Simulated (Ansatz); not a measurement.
# GaN (P6_3mc): least direct gap against volume

The cell of GaN (P6_3mc) is scaled evenly and the response computed anew at each volume, on one mesh. The atoms keep their fractional positions.

Cell: a, b, c = 3.180, 3.180, 5.166 Å (primitive vectors), 4 atoms.

Method: Ansatz 0.2.0, PBE, independent particles, k-mesh 9×9×5 with interpolation inside its cells, Gaussian parameter 0.1 eV.

Launch of the response step: `ansatz run input.yaml --threads 4 --pin off --max-ram 8192MiB --backend cpu --events-out ev --progress --plain --runs-dir out`. The series took 3.0 min in all, on 4 threads of Arm Neoverse V2 (shared host).

| V/V₀ | V (Å³, primitive cell) | least direct gap (eV) |
| --- | --- | --- |
| 0.94 | 42.53 | 2.378 |
| 0.96 | 43.43 | ? |
| 0.98 | 44.34 | 2.099 |
| 1.00 | 45.24 | 1.964 |
| 1.02 | 46.15 | 1.832 |
| 1.04 | 47.05 | 1.703 |
| 1.06 | 47.96 | 1.575 |

For small changes the quantity should be close to linear in ln V.

Working, on the rows shown:

| x = ln(V/V₀) | y = least direct gap |
| --- | --- |
| -0.0618754 | 2.378 |
| -0.0202027 | 2.099 |
| 0 | 1.964 |
| 0.0198026 | 1.832 |
| 0.0392207 | 1.703 |
| 0.0582689 | 1.575 |

Means: x̄ = 0.005869, ȳ = 1.9252. Σ(x − x̄)(y − ȳ) = -0.06249, Σ(x − x̄)² = 0.009356. Slope = -0.06249 / 0.009356 = -6.68; intercept = ȳ − slope · x̄ = 1.9644. The line misses the rows shown by at most 0.00061 eV.

Task: Fill in the last column of the withheld row.

Result: At x = -0.040822 the line gives y = 2.237 eV. The run gave 2.237 eV, so the interpolation holds to the digits printed.

Between the rows on either side of x = 0 the slope is (1.832 − 2.099) / (0.019803 − (-0.020203)) = -6.674. That is a volume deformation potential of -6.7 eV: the least direct gap on this mesh widens by 67 meV for each per cent of compression. The cell comes from an older database entry, whose edges can be off by a per cent or so. PBE gaps are as a rule too small. Spin-orbit coupling is left out.
